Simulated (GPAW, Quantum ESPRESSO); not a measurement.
# O K-edge XANES of LaGaO3 (Pm-3m), part 3 of 4

Aim: the O K edge of LaGaO3 (Pm-3m) by two routes, a Lanczos recursion (XSpectra) and a sum over empty bands (GPAW), to see which features are robust.

Quantum ESPRESSO 7.5 and GPAW 26.7.0; core-hole supercells, plane-wave PAW LDA.

So far. Step 8 (Spectrum with FCH, O atom 3 (Quantum ESPRESSO)): The hole costs E(hole) − E(ground) = 520.55 eV, and the lowest empty level of the hole cell lies at 14.07 eV, which puts the zero at 534.62 eV. One term is added: -8.83 eV, since the hole is spin-paired here and a spin-polarised one costs that much less in the free atom (computed apart). The photon energy is then 525.79 eV.

### Step 9. Another broadening

Level of this step: X-ray absorption near-edge structure, plane-wave PAW LDA, one-electron final states by a Lanczos continued fraction (Quantum ESPRESSO).

The final state's lifetime shortens with energy, so measured features broaden above the edge; the saved Lanczos coefficients are redrawn with a width that grows.

xspectra_plot.in reads:

```
&input_xspectra
   calculation='xanes_dipole', edge='K'
   prefix='x', outdir='tmp', xiabs=3, xe0=12.5553
   xonly_plot=.true., x_save_file='xanes.sav'
   xniter=3000, xcheck_conv=20, xerror=0.005
   xcoordcrys=.false., xepsilon(1)=1, xepsilon(2)=0, xepsilon(3)=0
/
&plot
   xnepoint=413, xemin=-10, xemax=45, terminator=.true., cut_occ_states=.true.
   gamma_mode='variable', gamma_energy(1)=4, gamma_energy(2)=25, gamma_value(1)=0.3, gamma_value(2)=2.5
/
&pseudos
   filecore='../O.wfc'
/
&cut_occ
   cut_desmooth=0.1, cut_stepl=0.05, cut_stepu=0.05, cut_ierror=1e-5
/
4 4 4 0 0 0
```

Launch:

```
$ OMP_NUM_THREADS=1 xspectra.x -in xspectra_plot.in > xspectra_plot.out
```

Numbers of over 12 decimals in the logs are rounded to 6 here.

Log:

```text
     [... banner and references ...]
Reading input_file
     -------------------------------------------------------------------------

     calculation: xanes_dipole

     xonly_plot: TRUE
        => only the spectrum plot

     main plot parameters:
        cut_occ_states: TRUE
        gamma_mode:  variable
        -> first, constant up to point ( 4.00, 0.30) [eV]
        -> then, linear up to point (25.00, 2.50) [eV]
        -> finally, constant up to xemax
        xemin [eV]: -10.00
        xemax [eV]:  45.00
        xnepoint:  413
[...]
xemin [eV]: -10.00
        xemax [eV]:  45.00
        xnepoint:  413
        energy-dependent broadening parameter:
         -> first, constant up to point ( 4.00, 0.30) [eV]
         -> then, linear up to point (25.00, 2.50) [eV]
         -> finally, constant up to xemax
        Core level energy [eV]:  -543.1
         (from electron binding energy of neutral atoms in X-ray data booklet)

     Cross-section successfully written in xanes.dat

     -------------------------------------------------------------------------
                                END JOB XSpectra
     -------------------------------------------------------------------------
[key lines of the parts left out:]
Fermi level [eV]:  11.0404
```

The job ended after 2.4 s (1 MPI rank of Arm Neoverse V1, shared host; peak memory 0.05 GiB).

With a Lorentzian half width 0.3 eV up to 4 eV, rising linearly to 2.5 eV at 25 eV (counted from xe0, 1.5 eV below the zero used here), the maxima are 1.2 eV (0.92), 2.9 eV (2.42), 8.2 eV (1.60) and 18.4 eV (0.64).

### Step 10. Supercell with XCH, O atom 3 (Quantum ESPRESSO)

The holes are 6.8 Å apart. The excited electron is kept in the cell, where it fills the lowest empty states and screens the hole.

Changed against the first core-hole run: core hole to XCH.

scf.in reads:

```
&control
   calculation='scf', prefix='x', pseudo_dir='../pp', outdir='tmp', tprnfor=.true.
/
&system
   ibrav=0, nat=20, ntyp=4, nbnd=105
   ecutwfc=75, ecutrho=560
   occupations='smearing', smearing='gaussian', degauss=0.003
/
&electrons
   conv_thr=2.0e-07, electron_maxstep=120
   mixing_beta=0.5
/
ATOMIC_SPECIES
La 1.0 La.lda-spfn-kjpaw.UPF
Ga 1.0 Ga.lda-dnl-kjpaw.UPF
O0 1.0 O.lda-n-kjpaw-1sch.UPF
O 1.0 O.lda-n-kjpaw.UPF
CELL_PARAMETERS angstrom
  3.91345600 3.91345600 3.91345600
  -3.91345600 3.91345600 -3.91345600
  -3.91345600 3.91345600 3.91345600
ATOMIC_POSITIONS crystal
La   0.50000000 0.00000000 0.00000000
La   0.00000000 0.50000000 0.00000000
La   0.50000000 0.50000000 0.50000000
La   0.00000000 0.00000000 0.50000000
Ga   0.00000000 0.00000000 0.00000000
Ga   0.50000000 0.50000000 0.00000000
Ga   0.00000000 0.50000000 0.50000000
Ga   0.50000000 0.00000000 0.50000000
O0   0.25000000 0.00000000 0.75000000
O    0.75000000 0.50000000 0.75000000
O    0.25000000 0.50000000 0.25000000
O    0.75000000 0.00000000 0.25000000
O    0.00000000 0.75000000 0.25000000
O    0.50000000 0.25000000 0.25000000
O    0.00000000 0.25000000 0.75000000
O    0.50000000 0.75000000 0.75000000
O    0.25000000 0.25000000 0.00000000
O    0.75000000 0.75000000 0.00000000
O    0.25000000 0.75000000 0.50000000
O    0.75000000 0.25000000 0.50000000
K_POINTS automatic
3 3 3 0 0 0
```

Launch:

```
$ OMP_NUM_THREADS=1 mpirun --oversubscribe --bind-to none -np 8 pw.x -nk 4 -in scf.in > scf.out
```

Log:

```text
     [... banner and references ...]
[banner, memory and clock lines left out]
using ibrav=0 with symmetry is DISCOURAGED, use correct ibrav instead

     bravais-lattice index     =            0
     lattice parameter (alat)  =      12.8091  a.u.
     unit-cell volume          =    1617.8489 (a.u.)^3
     number of atoms/cell      =           20
     number of atomic types    =            4
     number of electrons       =       169.00
     number of Kohn-Sham states=          105
     kinetic-energy cutoff     =      75.0000  Ry
     charge density cutoff     =     560.0000  Ry
     scf convergence threshold =      2.0E-07
     mixing beta               =       0.5000
     number of iterations used =            8  plain     mixing
     Exchange-correlation= SLA  PZ   NOGX NOGC
                           (   1   1   0   0   0   0   0)

     celldm(1)=  12.809139  celldm(2)=   0.000000  celldm(3)=   0.000000
     celldm(4)=   0.000000  celldm(5)=   0.000000  celldm(6)=   0.000000

     crystal axes: (cart. coord. in units of alat)
               a(1) = (   0.577350   0.577350   0.577350 )
               a(2) = (  -0.577350   0.577350  -0.577350 )
               a(3) = (  -0.577350   0.577350   0.577350 )

     reciprocal axes: (cart. coord. in units 2 pi/alat)
               b(1) = (  0.866025  0.866025  0.000000 )
               b(2) = ( -0.000000  0.866025 -0.866025 )
               b(3) = ( -0.866025  0.000000  0.866025 )

     PseudoPot. #1 for La:     Pseudo is Projector augmented-wave + core cor, Zval = 11.0

     PseudoPot. #2 for Ga:     Pseudo is Projector augmented-wave + core cor, Zval = 13.0

     ../pp/O.lda-n-kjpaw-1sch.UPF
[...]
iteration # 15     ecut=    75.00 Ry     beta= 0.50
     Davidson diagonalization with overlap
     ethr =  1.21E-10,  avg # of iterations =  6.0

     End of self-consistent calculation

          k = 0.0000 0.0000 0.0000 ( 17789 PWs)   bands (ev):

   -19.4393 -19.3236 -19.3236 -19.3225 -10.5177  -6.5939  -5.9116  -5.9115
    -5.9115  -5.8913  -5.8913  -5.8910  -5.7658  -5.7513  -5.3550  -5.3433
    -3.0138  -3.0138  -2.9528  -2.8606  -2.8095  -2.7044  -2.7012  -2.5190
[...]
15.2749  15.2749  15.2765  15.2947  15.2948  15.4787  15.5184  15.5184
    15.5209  15.5630  15.5889  15.6034  15.6170  15.6353  15.6363  15.6619
    15.6744

     [... bands of 5 further k-points ...]

     the Fermi energy is    14.9499 ev

!    total energy              =   -3372.29452710 Ry
     total all-electron energy =    -85184.967342 Ry
     estimated scf accuracy    <       0.00000012 Ry
     smearing contrib. (-TS)   =      -0.00113990 Ry
     internal energy E=F+TS    =   -3372.29338720 Ry

     The total energy is F=E-TS. E is the sum of the following terms:
     one-electron contribution =    -456.44678021 Ry
     hartree contribution      =     385.63404466 Ry
     xc contribution           =    -550.83118017 Ry
     ewald contribution        =    -960.75751536 Ry
     one-center paw contrib.   =   -1789.89195611 Ry

     convergence has been achieved in  15 iterations

     Forces acting on atoms (cartesian axes, Ry/au):

     atom    1 type  1   force =    -0.00000000    0.03008632    0.03008632
     atom    2 type  1   force =     0.00000000   -0.03008632    0.03008632
     atom    3 type  1   force =    -0.00000000    0.03008632   -0.03008632
[...]
atom   19 type  4   force =    -0.01763928    0.02233893    0.00000000
     atom   20 type  4   force =    -0.01763928   -0.02233893   -0.00000000

     Total force =     0.187197     Total SCF correction =     0.000284

     XML data file, charge density, pseudopotentials, collected wavefunctions
```

Elapsed: 2.9 min, on 8 MPI ranks; peak memory 0.65 GiB; 23 min of CPU time.

Energy with the hole: -1159000.524 eV, cores included.

### Step 11. Excitation energy, O atom 3 (Quantum ESPRESSO)

With the excited electron kept in the cell the system stays neutral, and the energy difference is an excitation energy by itself. In a small cell that electron takes up a good share of the lowest empty band, or all of one, which shifts the value from the true onset.

The total-energy difference is 535.26 eV. With the free-atom term of -8.83 eV for this edge, the photon energy is 526.43 eV.

### Step 12. Ground state of the crystal (GPAW)

The second program starts from its own ground state, on the same cell and functional.

scf.py reads:

```python
import numpy as np
from ase import Atoms
from ase.parallel import parprint, paropen
from gpaw import GPAW, PW, FermiDirac, Mixer, MixerDif, setup_paths
from gpaw.test import gen
setup_paths.insert(0, '.')
gen('O', name='nch1s', xcname='LDA', corehole=(1, 0, 0), write_xml=True)
from gpaw.mpi import world
world.barrier()

atoms = Atoms('LaGaO3',
    cell=[[3.913456, 0, 0],
     [0, 3.913456, 0],
     [0, 0, 3.913456]],
    scaled_positions=[[0.5, 0.5, 0.5],
     [0, 0, 0],
     [0.5, 0, 0],
     [0, 0, 0.5],
     [0, 0.5, 0]],
    pbc=True)
atoms.calc = calc = GPAW(legacy_gpaw=True, mode=PW(500, force_complex_dtype=True), xc='LDA', setups={2: 'nch1s'},
    kpts={'size': (6, 6, 6), 'gamma': True}, occupations=FermiDirac(0.05),
    charge=0, mixer=Mixer(0.1, 5, 50), maxiter=150,
    convergence={'density': 0.0001, 'eigenstates': 1e-6}, txt='scf.txt')
energy = atoms.get_potential_energy() + calc.get_reference_energy()
ef = calc.get_fermi_level()
out = dict(energy=energy, fermi=ef, forces=atoms.get_forces().tolist())
parprint(f'all-electron energy {energy:.4f} eV, Fermi level {ef:.4f} eV')
ev = np.array([[calc.get_eigenvalues(k, s) for k in range(len(calc.get_ibz_k_points()))] for s in range(calc.get_number_of_spins())])
out['homo'], out['lumo'], out['counts'] = ev[ev < ef].max(), ev[ev > ef].min(), sorted(set((ev < ef).sum((0, 2)).tolist()))
out['filled'] = (ev[:, 0] < ef).sum(1).tolist()
import json
with paropen('out.json', 'w') as f:
    json.dump(out, f)
```

Launch:

```
$ OMP_NUM_THREADS=1 mpirun -n 8 gpaw python scf.py
```

Log:

```text
Input parameters:
  convergence: {density: 0.0001,
                eigenstates: 1e-06}
  kpts: {gamma: True,
         size: (6, 6, 6)}
  maxiter: 150
  mixer: {backend: pulay,
          beta: 0.1,
          method: separate,
          nmaxold: 5,
          weight: 50}
  mode: {ecut: 500.0,
         force_complex_dtype: True,
         name: pw}
  occupations: {fixmagmom: False,
                name: fermi-dirac,
[...]
2s(2) :    -0.872866     1.079797
*s    :     0.127134
2p(4) :    -0.337925     0.876472
*p    :     0.662075
*d    :     0.000000
--------------------------------

Diagonalizing with gridspacing h=0.050

state   all-electron     PAW
-------------------------------
2s:      -0.872866    -0.873954
2p:      -0.337925    -0.341740
*d:                    0.050276
*f:                    0.077289
-------------------------------
all-electron energy -289869.6257 eV, Fermi level 9.8633 eV
[key lines of the parts left out:]
Converged after 25 iterations.
Dipole moment: (-0.000000, -0.000000, -0.000000) |e|*Ang
Free energy:    -39.222507
Fermi level: 9.86331
```

Elapsed: 12 s, on 8 MPI ranks; peak memory 0.21 GiB.

The mesh shows a gap of 3.26 eV, so the hole is first treated in a charged cell, without the excited electron.

### Step 13. Spectrum without a core hole, O atom 3 (GPAW)

This cheap baseline ignores the attraction of the hole: it shows the absorber's empty states as they are in the ground state. The data set with a hole of occupation 0 only carries the core orbital.

xas.py reads:

```python
import numpy as np
from ase import Atoms
from ase.parallel import parprint, paropen
from gpaw import GPAW, PW, FermiDirac, Mixer, MixerDif, setup_paths
from gpaw.test import gen
setup_paths.insert(0, '.')
gen('O', name='nch1s', xcname='LDA', corehole=(1, 0, 0), write_xml=True)
from gpaw.mpi import world
world.barrier()

atoms = Atoms('LaGaO3',
    cell=[[3.913456, 0, 0],
     [0, 3.913456, 0],
     [0, 0, 3.913456]],
    scaled_positions=[[0.5, 0.5, 0.5],
     [0, 0, 0],
     [0.5, 0, 0],
     [0, 0, 0.5],
     [0, 0.5, 0]],
    pbc=True)
atoms.calc = calc = GPAW(legacy_gpaw=True, mode=PW(500, force_complex_dtype=True), xc='LDA', setups={2: 'nch1s'},
    kpts={'size': (6, 6, 6), 'gamma': True}, occupations=FermiDirac(0.02),
    charge=0, mixer=Mixer(0.1, 5, 50), maxiter=150,
    convergence={'density': 0.0001, 'eigenstates': 1e-6}, txt='scf.txt')
energy = atoms.get_potential_energy() + calc.get_reference_energy()
ef = calc.get_fermi_level()
out = dict(energy=energy, fermi=ef, forces=atoms.get_forces().tolist())
parprint(f'all-electron energy {energy:.4f} eV, Fermi level {ef:.4f} eV')
ev = np.array([[calc.get_eigenvalues(k, s) for k in range(len(calc.get_ibz_k_points()))] for s in range(calc.get_number_of_spins())])
out['homo'], out['lumo'], out['counts'] = ev[ev < ef].max(), ev[ev > ef].min(), sorted(set((ev < ef).sum((0, 2)).tolist()))
out['filled'] = (ev[:, 0] < ef).sum(1).tolist()

from ase.units import Ha
from gpaw.xas import dipole_matrix_elements
nb = int(calc.get_number_of_electrons() / 2) + 44
top = nb
nscf = calc.fixed_density(kpts={'size': (6, 6, 6), 'gamma': True},
    convergence={'eigenstates': 1.0}, txt='nscf.txt')
nscf.diagonalize_full_hamiltonian(nbands=nb)
cell = atoms.cell.array
ops = [cell.T @ U.T @ np.linalg.inv(cell.T) for U in nscf.wfs.kd.symmetry.op_scc]
filled = [16]  # bands filled in the ground state, by spin
E = np.arange(-25, 34, 0.1)
fwhm = np.interp(E, [4, 25], [0.9, 3.5])
Y, X, zero, highest = 0, 0, 1e9, 1e9
for spin in range(nscf.get_number_of_spins()):
    wfs = nscf.wfs
    mine = wfs.bd.get_slice()  # this rank's bands
    A = dipole_matrix_elements(wfs.setups[2])
    eps = np.zeros((wfs.kd.nibzkpts, nb))
    d = np.zeros((3, A.shape[1], wfs.kd.nibzkpts, nb), complex)
    for kpt in wfs.kpt_u:
        if kpt.s == spin and 2 in kpt.P_ani:
            eps[kpt.k, mine] = kpt.eps_n * Ha
            d[:, :, kpt.k, mine] = (kpt.weight * wfs.nspins / 2) ** 0.5 * np.inner(A, kpt.P_ani[2])
    world.sum(eps)
    world.sum(d)
    T = np.einsum('amkn,bmkn->abkn', d, d.conj()).real
    T = sum(np.einsum('ai,ijkn,bj->abkn', R, T, R) for R in ops) / len(ops)
    empty = np.ones_like(eps, bool) & (np.arange(nb) >= filled[spin])
    zero, highest = min(zero, eps[empty].min()), min(highest, eps[:, top - 1].min())
    lines = [(eps, T, empty)] if spin == 0 else lines + [(eps, T, empty)]
for eps, T, empty in lines:
    f = np.einsum('aakn->akn', T).reshape(3, -1)
    x = eps.ravel() - zero
    w = np.interp(x, E, fwhm) / 2.35482
    g = np.exp(-0.5 * ((E[:, None] - x) / w) ** 2) / (w * (2 * np.pi) ** 0.5)
    Y = Y + (f * empty.ravel()) @ g.T
    X = X + (f * ~empty.ravel()) @ g.T
out.update(E=E.round(2).tolist(), xas=Y.tolist(), xes=X.tolist(), zero=zero, valid=highest - zero, nk=len(eps), nb=nb)
for i in range(0, len(E), 10):
    parprint(f'{E[i]:7.2f}', *(f'{v:10.3e}' for v in Y[:, i]))
import json
with paropen('out.json', 'w') as f:
    json.dump(out, f)
```

Launch:

```
$ OMP_NUM_THREADS=1 mpirun -n 8 gpaw python xas.py
```

Log:

```text
Input parameters:
  convergence: {density: 0.0001,
                eigenstates: 1e-06}
  kpts: {gamma: True,
         size: (6, 6, 6)}
  maxiter: 150
  mixer: {backend: pulay,
          beta: 0.1,
          method: separate,
          nmaxold: 5,
          weight: 50}
  mode: {ecut: 500.0,
         force_complex_dtype: True,
         name: pw}
  occupations: {fixmagmom: False,
                name: fermi-dirac,
[...]
*p    :     0.662075
*d    :     0.000000
--------------------------------

Diagonalizing with gridspacing h=0.050

state   all-electron     PAW
-------------------------------
2s:      -0.872866    -0.873954
2p:      -0.337925    -0.341740
*d:                    0.050276
*f:                    0.077289
-------------------------------
all-electron energy -289869.6257 eV, Fermi level 9.2367 eV
[...]
32.00  5.699e-06  6.046e-05  6.046e-05
  33.00  2.775e-06  3.151e-05  3.151e-05
[key lines of the parts left out:]
Converged after 25 iterations.
Dipole moment: (-0.000000, -0.000000, -0.000000) |e|*Ang
Free energy:    -39.222507
Fermi level: 9.23671
```

Run time: 77 s. Hardware: 8 MPI ranks; peak memory 0.46 GiB; 10 min of CPU time.

The O K spectrum, O atom 3, no core hole (energy from the lowest empty level; intensity scaled to a mean of 1 over the first 20 eV):

```tsv
E (eV)	intensity
-2.00	0.00
-1.25	0.00
-0.50	0.00
0.25	0.15
1.00	0.61
1.75	0.48
2.50	1.16
3.25	1.77
4.00	2.53
4.75	1.62
5.50	0.59
6.25	0.44
7.00	0.64
7.75	0.96
8.50	1.33
9.25	1.75
10.00	1.70
10.75	1.55
11.50	1.63
12.25	1.59
13.00	1.22
13.75	0.75
14.50	0.44
15.25	0.33
16.00	0.37
16.75	0.48
17.50	0.59
18.25	0.67
19.00	0.69
19.75	0.67
20.50	0.62
21.25	0.58
22.00	0.60
22.75	0.64
23.50	0.65
24.25	0.63
25.00	0.59
25.75	0.55
26.50	0.51
27.25	0.49
```

Main maxima below 24 eV (height): 1.1 eV (0.61), 4.1 eV (2.58), 9.5 eV (1.79), 11.8 eV (1.65), 19.0 eV (0.69) and 23.5 eV (0.65). 

The same matrix elements for filled bands give the O K emission of O atom 3 (ground-state approximation; energy from the lowest empty level, largest value 1):

```tsv
E (eV)	emission
-24.00	0.00
-23.25	0.00
-22.50	0.00
-21.75	0.00
-21.00	0.00
-20.25	0.00
-19.50	0.00
-18.75	0.00
-18.00	0.00
-17.25	0.01
-16.50	0.00
-15.75	0.00
-15.00	0.00
-14.25	0.00
-13.50	0.00
-12.75	0.00
-12.00	0.00
-11.25	0.02
-10.50	0.04
-9.75	0.08
-9.00	0.09
-8.25	0.11
-7.50	0.19
-6.75	0.31
-6.00	0.53
-5.25	0.82
-4.50	0.85
-3.75	0.97
-3.00	0.25
-2.25	0.00
-1.50	0.00
-0.75	0.00
0.00	0.00
0.75	0.00
1.50	0.00
2.25	0.00
3.00	0.00
```

Emission maxima: -4.0 eV (1.00).

### Step 14. Reference energy of the supercell (GPAW)

Total energies of two programs can't be mixed, so the cell and mesh of GPAW's hole run get a reference energy of their own.

scf.py, as its differences from that of step 12:

```diff
@@ -10,14 +10,29 @@
 
-atoms = Atoms('LaGaO3',
-    cell=[[3.913456, 0, 0],
-     [0, 3.913456, 0],
-     [0, 0, 3.913456]],
-    scaled_positions=[[0.5, 0.5, 0.5],
+atoms = Atoms('La4Ga4O12',
+    cell=[[3.913456, 3.913456, 3.913456],
+     [-3.913456, 3.913456, -3.913456],
+     [-3.913456, 3.913456, 3.913456]],
+    scaled_positions=[[0.5, 0, 0],
+     [0, 0.5, 0],
+     [0.5, 0.5, 0.5],
+     [0, 0, 0.5],
      [0, 0, 0],
-     [0.5, 0, 0],
-     [0, 0, 0.5],
-     [0, 0.5, 0]],
+     [0.5, 0.5, 0],
+     [0, 0.5, 0.5],
+     [0.5, 0, 0.5],
+     [0.25, 0, 0.75],
+     [0.75, 0.5, 0.75],
+     [0.25, 0.5, 0.25],
+     [0.75, 0, 0.25],
+     [0, 0.75, 0.25],
+     [0.5, 0.25, 0.25],
+     [0, 0.25, 0.75],
+     [0.5, 0.75, 0.75],
+     [0.25, 0.25, 0],
+     [0.75, 0.75, 0],
+     [0.25, 0.75, 0.5],
+     [0.75, 0.25, 0.5]],
     pbc=True)
-atoms.calc = calc = GPAW(legacy_gpaw=True, mode=PW(500, force_complex_dtype=True), xc='LDA', setups={2: 'nch1s'},
-    kpts={'size': (6, 6, 6), 'gamma': True}, occupations=FermiDirac(0.05),
+atoms.calc = calc = GPAW(legacy_gpaw=True, mode=PW(500, force_complex_dtype=True), xc='LDA', setups={8: 'nch1s'},
+    kpts={'size': (3, 3, 3), 'gamma': True}, occupations=FermiDirac(0.02),
     charge=0, mixer=Mixer(0.1, 5, 50), maxiter=150,
```

Launch:

```
$ OMP_NUM_THREADS=1 mpirun -n 8 gpaw python scf.py
```

Log:

```text
Input parameters:
  convergence: {density: 0.0001,
                eigenstates: 1e-06}
  kpts: {gamma: True,
         size: (3, 3, 3)}
  maxiter: 150
  mixer: {backend: pulay,
          beta: 0.1,
          method: separate,
          nmaxold: 5,
          weight: 50}
  mode: {ecut: 500.0,
         force_complex_dtype: True,
         name: pw}
  occupations: {fixmagmom: False,
                name: fermi-dirac,
[...]
2s(2) :    -0.872866     1.079797
*s    :     0.127134
2p(4) :    -0.337925     0.876472
*p    :     0.662075
*d    :     0.000000
--------------------------------

Diagonalizing with gridspacing h=0.050

state   all-electron     PAW
-------------------------------
2s:      -0.872866    -0.873954
2p:      -0.337925    -0.341740
*d:                    0.050276
*f:                    0.077289
-------------------------------
all-electron energy -1159478.4949 eV, Fermi level 9.3049 eV
[key lines of the parts left out:]
Converged after 35 iterations.
Dipole moment: (-0.000000, 0.000000, 0.000000) |e|*Ang
Free energy:   -156.881988
Fermi level: 9.30491
```

Wall time 44 s (8 MPI ranks); peak memory 0.26 GiB.

Reference energy: -1159478.495 eV with the cores included.

(Continued in part 4 of 4.)

[Banner, clock and machine lines of the logs are left out without a mark of their own.]

[Logs are printed without paths, hosts, clocks, repeated set-up lines and the standing remarks that a program may print on its own settings, such as how far it seeks lower states.]

[Hosts, paths, dates, database ids (printed as entryN), source tags and the programs' standing remarks are cut or masked in the printed files.]

[Lists of maxima count a maximum above −3 eV only where it reaches 4 % of the highest in the window and stands out from its surroundings by 2 % of it (1.5 % where it reaches 55 %); shoulders and weaker maxima are passed over, and of the rest the first, up to two pre-edge ones and the few strongest are named.]
